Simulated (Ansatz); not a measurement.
# Quasi-harmonic thermodynamics of BeGe (hypothetical, P4/mmm), part 2 of 3

Wanted: α(T), C_P(T) and B(T) of BeGe (hypothetical) in the quasi-harmonic approximation. The crystal structure is hypothetical: it was made by swapping elements on a known structure type.

Ansatz 0.2.0; DFT PBEsol, scalar-relativistic, plane waves, PAW.

So far. Step 2 (Probe on a coarse mesh): The start is under 18 GPa at this level and looks like a metal on this mesh.

## (4) Finding the static equilibrium

Phonons are second derivatives about a minimum, so cell and atoms are relaxed first, inside the symmetry of the start.

input.yaml reads:

```yaml
crystal:
  lattice:
    - [2.7594808993, 0.0, 0.0]
    - [0.0, 2.7594808993, 0.0]
    - [0.0, 0.0, 3.4781723327]
  atoms:
    - { symbol: Be, position: [0.0, 0.0, 0.0] }
    - { symbol: Ge, position: [0.5, 0.5, 0.5] }
kpoints:
  mp_grid: { grid: [16, 16, 12] }
hamiltonian:
  xc: pbesol
scf:
  occupations: { method: gaussian, width: 0.1 }
output:
  forces: true
  stress: true
  eigenvalues: true
  write_density: true
  write_potential: true
  elf: true
  volumetric_format: npy
relax:
  adjacent_minimum: "off"
  f_tol: 0.005
  max_steps: 80
  cell: { stress_tol: 0.05 }
```

Started as:

```bash
ansatz run input.yaml --threads 4 --pin off --max-ram 8192MiB --backend cpu --events-out ev --progress --plain --runs-dir out
```

Numbers of over 12 decimals in the logs are rounded to 6 here.

Output:

```text
[...]
Crystal: 2 atoms, lattice volume = 26.485 Å³
Basis set: ecut = 420 eV, 535 PW (Γ), exchange–correlation on 40×40×48 points (8 copies of the dense FFT grid, shifted against one another)
Bands: 12, of which v1, the nominal top of the filled ones, is band 8 counted from 1 (7 counted from 0)
Symmetry: 16 space group operations
[...]
k-points: 315 of 3072
[...]
SCF iter   1: F=—  HF=-4342.913852 eV  |F-HF|=—  |Δ(HF+E_count)|=         —  Δρ=2.20e-3  dr2=9.99e-4  ethr=1.77e-3  ⟨swp⟩=5.2  Hψ=21957  notcnv=0
[...]
SCF iter   6: F=-4342.913218 eV  HF=-4342.913218 eV  |F-HF|=1.54e-8  |Δ(HF+E_count)|=   3.90e-8  Δρ=7.29e-6  dr2=1.13e-8  ethr=5.83e-10  ⟨swp⟩=5.5  Hψ=20604  notcnv=0
SCF 1 converged in 6 iterations: F = -4342.913218 eV  dr2 = 1.13e-8
[...]
relax step   1: F+E_penalty+E_count = -4342.91321802 eV  Δ(F+E_penalty+E_count) = +0.000e0 eV  max|allowed force component| = 1.750e-30 eV/Å  Δτ_max = 0.0000 Å  P = +0.398 GPa  Ω = 26.485 Å³  (6 SCF iters, dr2 threshold 1.00e-7 eV, accepted)
Crystal: 2 atoms, lattice volume = 26.617 Å³
[...]
SCF iter   3: F=-4342.913328 eV  HF=-4342.913328 eV  |F-HF|=7.08e-8  |Δ(HF+E_count)|=   6.75e-8  Δρ=2.85e-5  dr2=1.07e-7  ethr=1.25e-9  ⟨swp⟩=8.0  Hψ=25468  notcnv=0
SCF 2 converged in 3 iterations: F = -4342.913328 eV  dr2 = 1.07e-7
relax step   2: F+E_penalty+E_count = -4342.91332776 eV  Δ(F+E_penalty+E_count) = -1.097e-4 eV  max|allowed force component| = 3.180e-30 eV/Å  Δτ_max = 0.0000 Å  P = -0.057 GPa  Ω = 26.617 Å³  energy of the carried Pulay correction = -2.941e-5 eV  (3 SCF iters, dr2 threshold 2.00e-7 eV, accepted)
Crystal: 2 atoms, lattice volume = 26.601 Å³
[...]
SCF iter   3: F=-4342.913335 eV  HF=-4342.913335 eV  |F-HF|=1.70e-9  |Δ(HF+E_count)|=   4.73e-9  Δρ=5.67e-6  dr2=4.22e-9  ethr=9.66e-11  ⟨swp⟩=6.0  Hψ=15895  notcnv=0
SCF 3 converged in 3 iterations: F = -4342.913335 eV  dr2 = 4.22e-9
relax step   3: F+E_penalty+E_count = -4342.91333472 eV  Δ(F+E_penalty+E_count) = -6.959e-6 eV  max|allowed force component| = 1.149e-29 eV/Å  Δτ_max = 0.0000 Å  P = -0.001 GPa  Ω = 26.601 Å³  energy of the carried Pulay correction = -2.561e-5 eV  (3 SCF iters, dr2 threshold 1.77e-8 eV, accepted)
[...]
SCF iter   5: F=-4342.913359 eV  HF=-4342.913359 eV  |F-HF|=0.00e0  |Δ(HF+E_count)|=  1.00e-11  Δρ=1.15e-7  dr2=1.18e-12  ethr=1.00e-12  ⟨swp⟩=4.9  Hψ=13230  notcnv=0
SCF 4 converged in 5 iterations: F = -4342.913359 eV  dr2 = 1.18e-12
relax step   4: F+E_penalty+E_count = -4342.91335929 eV  Δ(F+E_penalty+E_count) = -2.457e-5 eV  max|allowed force component| = 1.159e-29 eV/Å  Δτ_max = 0.0000 Å  P = -0.001 GPa  Ω = 26.601 Å³  stress off target by 2.09e-2 GPa  SCF on the basis re-selected at this cell (its energy is not comparable with the rows above)  (5 SCF iters)
[...]
SCF converged after 5 iterations
Free energy (F): -4342.913359 eV
[...]
Internal energy: -4342.910668 eV  (E = F + TS)
E sigma→0 (E₀):  -4342.912013 eV
Entropy (-TS):   -0.002692 eV (-1.346 meV/atom)
Fermi energy:    10.631653 eV
[...]
--- Stress (GPa, compression-positive) ---
       -0.011511       0.000000       0.000000
        0.000000      -0.011511       0.000000
        0.000000       0.000000       0.020913
  P = ⅓ Tr σ = -0.0007 GPa (-0.007 kbar)
--- Band table (eV; the first three rows and the last of 315) ---
  k-point 0: bands = [... 4 lower, -13.9827, -2.7609, 8.1080, 11.7535, 14.2850, 14.2850, 18.6206, 19.7814]
  k-point 1: bands = [... 4 lower, -13.9831, -2.6938, 7.3852, 12.6171, 14.3708, 14.3708, 18.6984, 19.8168]
  k-point 2: bands = [... 4 lower, -13.9843, -2.4966, 6.0627, 14.3461, 14.6274, 14.6274, 18.9311, 19.9402]
  k-point 314: bands = [... 4 lower, -13.9143, 7.1745, 8.4792, 8.4792, 10.3732, 10.3732, 10.5527, 10.9718]
--- Relaxed structure (3 steps of the walk, 3 accepted, 1 SCFs on fresh bases) ---
[...]
cell:  # Å, volume = 26.6009 Å³
    - [2.763628, 0, 0.0]
    - [0, 2.763628, 0.0]
    - [0.0, 0.0, 3.482871]
  atoms:
    - { symbol: Be, position: [0, 0, 0.0] }
    - { symbol: Ge, position: [0.5, 0.5, 0.500000] }
```

Wall time 5.2 s (4 threads of Arm Neoverse V2, shared host); peak memory 0.38 GiB.

Relaxation path:

```
step  energy less that of the first step (eV)  largest force component (eV/Å)  pressure (GPa)  volume (Å³)
   1                                   0.0000                          0.0000            0.40        26.49
   2                                  -0.0001                          0.0000           -0.06        26.62
   3                                  -0.0001                          0.0000            0.00        26.60
  4*                                  -0.0001                          0.0000            0.00        26.60
```

Relaxation steps marked * repeat the geometry before them on a plane-wave basis chosen anew for their cell, so energy and pressure can jump there.

Forces are held to the 16 operations that the run works with; a distortion that breaks them can't arise in this run.

```
conventional cell, symmetrised  before  after  change
                         a (Å)   2.759  2.764  +0.2 %
                         b (Å)   2.759  2.764  +0.2 %
                         c (Å)   3.478  3.483  +0.1 %
              volume (Å³/atom)   13.24  13.30  +0.4 %
```

Final coordinates:

```
Be Ge
1.0
     2.76363    0.00000    0.00000
     0.00000    2.76363    0.00000
     0.00000    0.00000    3.48287
Be Ge
1 1
Direct
  0.00000 0.00000 0.00000
  0.50000 0.50000 0.50000
```

This step gave:

* pressure: -7.03e-4 GPa
* volume per atom: 13.30 Å³

Valence density in the ac plane at fractional y = 0.000, with atoms of Be within 0.2 Å of it. It is the smooth field of the valence electrons, not physical close to the nuclei.

Ten even steps from '_' (0.04 e/Å³) to '@' (0.31 e/Å³):
```
..::==++++==========++++==::
--==++++++++======++++++++==
++++++++++++++==++++++++++++
++++++++++++++++++++++++++++
==++++++++**********++++++++
======++++****##****++++====
----====++**######**++====--
------==++##%%@@%%##++==----
------==**##%%@@%%##**==----
------==++##%%@@%%##++==----
----====++**######**++====--
======++++****##****++++====
==++++++++**********++++++++
++++++++++++++++++++++++++++
++++++++++++++==++++++++++++
--==++++++++======++++++++==
..::==++++==========++++==::
__..--++++==========++++--..
```
Columns run along a (2.8 Å), rows up along c (3.5 Å). Atoms in or near the plane, at fractional coordinates: Be at (0.00, 0.00).

Electrostatic potential energy in the ac plane at fractional y = 0.000, with atoms of Be within 0.2 Å of it. With pseudopotentials it is smooth inside the atoms' cores, unlike the true potential.

Values in eV, 17 rows by 14 columns, each cell a mean:
```
-36 -36 -25  -9   4   8  11  11  11   8   4  -9 -25 -36
-27 -24 -14  -2   6   9  11  12  11   9   6  -2 -14 -24
-11  -8  -2   4   8  10  11  12  11  10   8   4  -2  -8
  3   4   6   8  10  11  11  12  11  11  10   8   6   4
  8   8   9  10  11  11  11  11  11  11  11  10   9   8
 11  11  11  11  11  11  10  10  10  11  11  11  11  11
 12  12  12  11  11  10  10   9  10  10  11  11  12  12
 12  12  12  11  11  10   9   9   9  10  11  11  12  12
 12  12  12  11  11  10   9   9   9  10  11  11  12  12
 12  12  12  11  11  10  10   9  10  10  11  11  12  12
 11  11  11  11  11  11  10  10  10  11  11  11  11  11
  8   9   9  10  11  11  11  11  11  11  11  10   9   9
  3   4   6   8  10  11  11  12  11  11  10   8   6   4
-10  -7  -1   5   8  10  11  12  11  10   8   5  -1  -7
-26 -23 -14  -1   6   9  11  12  11   9   6  -1 -14 -23
-36 -35 -24  -9   4   8  11  11  11   8   4  -9 -24 -35
-37 -37 -28 -12   2   8  11  11  11   8   2 -12 -28 -37
```
Columns run along a (2.8 Å; values clipped at the 3rd and 97th percentile), rows up along c (3.5 Å). Atoms in or near the plane, at fractional coordinates: Be at (0.00, 0.00).

ELF in the ac plane at fractional y = 0.000, with atoms of Be within 0.2 Å of it. It is the smooth field of the valence electrons, not physical close to the nuclei.

Ten even steps from '0' (0.00) to '9' (0.50):
```
00048988898400
00379988899730
34699998999964
67899988899987
77888888888887
56677788877766
44556777776554
33456777776543
23346677766433
33456777776543
44556777776554
56677788877766
77888888888887
67899988899987
34699998999964
00379988899730
00048988898400
00037888887300
```
Columns run along a (2.8 Å), rows up along c (3.5 Å). Atoms in or near the plane, at fractional coordinates: Be at (0.00, 0.00).

## (5) Tight relaxation

The thresholds are tightened for a last relaxation ahead of the phonons, and where mesh or smearing change with them the cell follows.

input.yaml reads:

```yaml
crystal:
  lattice:
    - [2.7636275094, 0.0, 0.0]
    - [0.0, 2.7636275094, 0.0]
    - [0.0, 0.0, 3.4828712401]
  atoms:
    - { symbol: Be, position: [0.0, 0.0, 0.0] }
    - { symbol: Ge, position: [0.5, 0.5, 0.5] }
kpoints:
  mp_grid: { grid: [16, 16, 12] }
hamiltonian:
  xc: pbesol
scf:
  occupations: { method: methfessel_paxton, width: 0.15 }
output:
  forces: true
  stress: true
  eigenvalues: true
relax:
  adjacent_minimum: "off"
  f_tol: 0.001
  max_steps: 60
  cell: { stress_tol: 0.01 }
```

Output:

```text
[...]
Crystal: 2 atoms, lattice volume = 26.601 Å³
Basis set: ecut = 420 eV, 535 PW (Γ), exchange–correlation on 40×40×48 points (8 copies of the dense FFT grid, shifted against one another)
Bands: 12, of which v1, the nominal top of the filled ones, is band 8 counted from 1 (7 counted from 0)
Symmetry: 16 space group operations
[...]
k-points: 315 of 3072
[...]
k-point 314: bands = [... 4 lower, -13.9140, 7.1765, 8.4786, 8.4786, 10.3740, 10.3740, 10.5564, 10.9731, ... 4 higher]
--- Relaxed structure (3 steps of the walk, 2 accepted, 1 SCFs on fresh bases) ---
[...]
cell:  # Å, volume = 26.6010 Å³
    - [2.763187, 0, 0.0]
    - [0, 2.763187, 0.0]
    - [0.0, 0.0, 3.483994]
  atoms:
    - { symbol: Be, position: [0, 0, 0.0] }
    - { symbol: Ge, position: [0.5, 0.5, 0.5] }
[key lines of the parts left out:]
SCF converged after 4 iterations
Free energy (F): -4342.911861 eV
Fermi energy:    10.629276 eV
P = ⅓ Tr σ = -0.0017 GPa (-0.017 kbar)
```

The job ended after 5.8 s (4 threads; peak memory 0.36 GiB; 22 s of CPU time).

Little changed from the start: no atom moved by 0.005 Å and no cell edge by 0.1 %.

Numbers from this step:

```yaml
pressure: -0.001657 GPa
```

The residual pressure is -0.0017 GPa, small enough for phonons.

## (6) A faulty attempt

This input was changed on purpose, to see how the program answers.

input.yaml reads:

```yaml
crystal:
  lattice:
    - [2.7631873461, 0.0, 0.0]
    - [0.0, 2.7631873461, 0.0]
    - [0.0, 0.0, 3.4839937036]
  atoms:
    - { symbol: Be, position: [0.0, 0.0, 0.0] }
    - { symbol: Ge, position: [0.5, 0.5, 0.5] }
kpoints:
  mp_grid: { grid: [16, 16, 12] }
hamiltonian:
  xc: pbesol
scf:
  occupations: { method: methfessel_paxton, width: 0.15 }
  max_iter: 60
output:
  eigenvalues: true
phonons:
  method: dfpt
  qmesh: [4, 4, 4]
  amplitude: 0.01
  thermal_expansion: {}
```

Output:

```text
Error: invalid value for `phonons.amplitude`: set with method: dfpt — a finite-displacement knob (the displacement step); dfpt computes the analytic response in the run's own cell, with no displaced geometries; remove amplitude or use method: fd, without the keys that are dfpt's alone (method's entry in the input reference names them)
```

Wall time 0.01 s (4 threads); peak memory 0.023 GiB.

The program refused the input before any cycle.

The program's message: “Error: invalid value for `phonons.amplitude`: set with method: dfpt — a finite-displacement knob (the displacement step); dfpt computes the analytic response in the run's own cell, with no displaced g …”

The fault put into the input: a displacement amplitude under linear response.

## (7) The quasi-harmonic study, q-mesh 2×2×2

Thermal expansion follows from how the free energy of the vibrations (and of the electrons in a metal) changes with strain, so the program makes strained cells, their phonons and a fit in one run.

input.yaml, the sections that differ from step 6:

```yaml
scf:
  occupations: { method: methfessel_paxton, width: 0.15 }
phonons:
  method: dfpt
  qmesh: [2, 2, 2]
  temperatures: { t_max: 800.0, t_step: 50 }
  thermal_expansion: {}
# crystal, kpoints, hamiltonian, output: as in step 6
```

Output:

```text
The last accepted step is kept in <dir> (removed where the run ends without a failure and the disk answers)
Engine: ansatz 0.2.0, aarch64-unknown-linux-gnu
Pseudopotentials: kind: paw
Pseudopotential: Be, paw, valence charge 2, recommended cutoff 420 eV (normal), Be.paw.azcp
Pseudopotential: Ge, paw, valence charge 14, recommended cutoff 420 eV (normal), Ge.paw.azcp
Functional definition: PBEsol
  exchange = pbesol_x
  correlation = pbesol_c
Crystal: 2 atoms, lattice volume = 26.601 Å³
Basis set: ecut = 487.2 eV, 633 PW (Γ), exchange–correlation on 40×40×54 points (8 copies of the dense FFT grid, shifted against one another)
Bands: 12, of which v1, the nominal top of the filled ones, is band 8 counted from 1 (7 counted from 0)
Symmetry: 16 space group operations
Space group: P4/mmm (ITA 123), of the structure as read, at distance tolerance 3.0e-5 Å
k-points: 315 of 3072
Non-local potential: Be, projectors of the file, l = 0: 2, l = 1: 2, l = 2: 1
Non-local potential: Ge, projectors of the file, l = 0: 2, l = 1: 2, l = 2: 3, l = 3: 1
PAW form: soft (Blöchl's): semilocal exchange-correlation on the pseudo side does not see the compensation charge
PAW frozen core: Be, regenerated for the run's functional, and the local potential with it (the file was generated under x = pbe(κ = 0.804, μ = 0.219515), c = pbe(β = 0.066725))
PAW frozen core: Ge, regenerated for the run's functional, and the local potential with it (the file was generated under x = pbe(κ = 0.804, μ = 0.219515), c = pbe(β = 0.066725))
PAW one-centre angular grid: Be, 110 points (default); XC on 64 Gauss nodes
PAW one-centre angular grid: Ge, 590 points (default); XC on 64 Gauss nodes
Initial density: superposition of atomic densities (neutral atoms: chi_scale 0, normalization atom), corrected by the library's trained network
Initial wavefunctions: pseudopotential atomic-orbital guess
Functional: x = pbesol(κ = 0.804, μ = 0.123457), c = pbesol(β = 0.046)
SCF iter   1: F=—  HF=-4342.913642 eV  |F-HF|=—  |Δ(HF+E_count)|=         —  Δρ=2.19e-3  dr2=1.08e-3  ethr=1.77e-3  ⟨swp⟩=5.2  Hψ=48827  notcnv=0  defer=46
automatic band count: the SCF goes on with 16 bands, as 12 were too few: the levels above may hold too much charge
preconditioner: auto → none  [metal: Δε(μ)=0.011 eV  Ē_g=26.852 eV  σ=0.150 eV  W_gap=0.06  n_scr=6 (ndim 8)  ℏωp=28.8 eV  f_vac=0.000  D(μ)=0.52/eV (n_scr^D=2)  sad-step TF]
SCF iter   2: F=—  HF=-4342.913088 eV  |F-HF|=—  |Δ(HF+E_count)|=   5.54e-4  S|Δr|=    0.00e0  Δρ=1.21e-3  dr2=3.67e-4  ethr=6.78e-6  ⟨swp⟩=1.3  Hψ=7910  notcnv=0  defer=48
SCF iter   3: F=—  HF=-4342.912997 eV  |F-HF|=—  |Δ(HF+E_count)|=   9.09e-5  S|Δr|=    0.00e0  Δρ=1.33e-4  dr2=4.33e-6  ethr=2.29e-6  ⟨swp⟩=2.2  Hψ=6139  notcnv=0  defer=48
[...]
Internal energy: -4342.913539 eV  (E = F + TS)
E sigma→0 (E₀):  -4342.913089 eV
Entropy (-TS):   0.000600 eV (0.300 meV/atom)
Fermi energy:    10.628896 eV
--- Per-component energies (eV) ---
  E_band       = -109.128213
  E_kinetic    = 130.126784
  E_local      = -2353.787769  (includes V_loc(G=0)·N_el)
  E_nonlocal   = 423.056568
  E_hartree    = 1044.040210
  E_xc         = -94.597211
  E_vxc        = -85.532722  (∫ρ·V_xc dr)
  E_paw        = -2034.333946  (= ΣΔE_a)
  E_vpaw       = -311.071493  (= ΣTr[D̂ρ^β])
  E_aug_tail   = 0.000001  (compensation charges beyond the density's cutoff)
  E_ewald      = -1458.345643
  E_core_change = 0.927468  (= ΣΔE_core)
  E_smearing   = 0.000600  (= −TS)
  E_closure    = -0.000000  (closes the sum)
  Σ components = -4342.912939   (vs F -4342.912939, Δ=0.00e0)
--- Forces (eV/Å), atoms counted from 1 ---
  atom   1  Be     0.00000000     0.00000000     0.00000000
  atom   2  Ge     0.00000000     0.00000000     0.00000000
  max |Σ_I F_I| component: 6.36e-30 eV/Å
--- Stress (GPa, compression-positive) ---
       -0.004702       0.000000       0.000000
        0.000000      -0.004702       0.000000
        0.000000       0.000000      -0.006755
  P = ⅓ Tr σ = -0.0054 GPa (-0.054 kbar)
--- Band table (eV; the first three rows and the last of 315) ---
  k-point 0: bands = [... 4 lower, -13.9872, -2.7615, 8.1016, 11.7448, 14.2904, 14.2904, 18.6241, 19.7883, ... 4 higher]
  k-point 1: bands = [... 4 lower, -13.9876, -2.6944, 7.3794, 12.6078, 14.3761, 14.3761, 18.7019, 19.8236, ... 4 higher]
  k-point 2: bands = [... 4 lower, -13.9887, -2.4974, 6.0579, 14.3359, 14.6326, 14.6326, 18.9345, 19.9461, ... 4 higher]
  k-point 314: bands = [... 4 lower, -13.9189, 7.1766, 8.4784, 8.4784, 10.3734, 10.3734, 10.5562, 10.9724, ... 4 higher]
── thermal expansion: 5 new cells, 5 in all ──
thermal expansion: relaxation of cell 2
thermal expansion: relaxation of cell 3
thermal expansion: relaxation of cell 4
thermal expansion: relaxation of cell 5
── thermal expansion: 3 new cells, 8 in all ──
thermal expansion: relaxation of cell 6
thermal expansion: lower-state search of cell 6
thermal expansion: electrons of cell 6
thermal expansion: phonons of cell 6
WARN: thermal expansion: vibrations_at_or_below_zero in the phonons of 1 cell: 6
this run last wrote the structure of step 1 to <dir>
--- Relaxed structure (1 steps of the walk, 1 accepted, 0 SCFs on fresh bases) ---
  F+E_penalty+E_count = -4342.91293910 eV   max|allowed force component| = 3.131e-30 eV/Å
  atoms:
    - { symbol: Be, position: [0.0, 0.0, 0.0] }
    - { symbol: Ge, position: [0.5, 0.5, 0.500000] }
--- Thermal expansion: 8 cells in 2 rounds, 0 GPa ---
  no lower state was reached at cell 6; its state was not examined: fill_not_monotonic
  not told: vibrations stand at or below zero in cell 6 (1.500 modes a cell, the lowest at -164.0 cm⁻¹): the crystal is at no minimum there, or its k-points are too few: type the crystal that it becomes, another pressure, or a denser kpoints.mp_grid, in a new run
  vibrations_at_or_below_zero in the phonons of 1 cell: 6
Error: vibrations stand at or below zero in cell 6 (1.500 modes a cell, the lowest at -164.0 cm⁻¹): the crystal is at no minimum there, or its k-points are too few: type the crystal that it becomes, another pressure, or a denser kpoints.mp_grid, in a new run
[key lines of the parts left out:]
SCF converged after 8 iterations
Free energy (F): -4342.912939 eV
```

The job ended after 2.3 min (4 threads; peak memory 1.1 GiB).

The run ended with an error.

The program's message: “vibrations stand at or below zero in cell 6 (1.500 modes a cell, the lowest at -164.0 cm⁻¹): the crystal is at no minimum there, or its k-points are too few: type the crystal that it becomes, another …”

(Part 2 of 3 ends here.)

[Logs are printed without paths, hosts, clocks, repeated set-up lines and the standing remarks that a program may print on its own settings, such as how far it seeks lower states.]

[Hosts, paths, dates, database ids (printed as entryN), source tags and the programs' standing remarks are cut or masked in the printed files.]

[A step with changed settings may run another functional than the one named; its input shows which.]
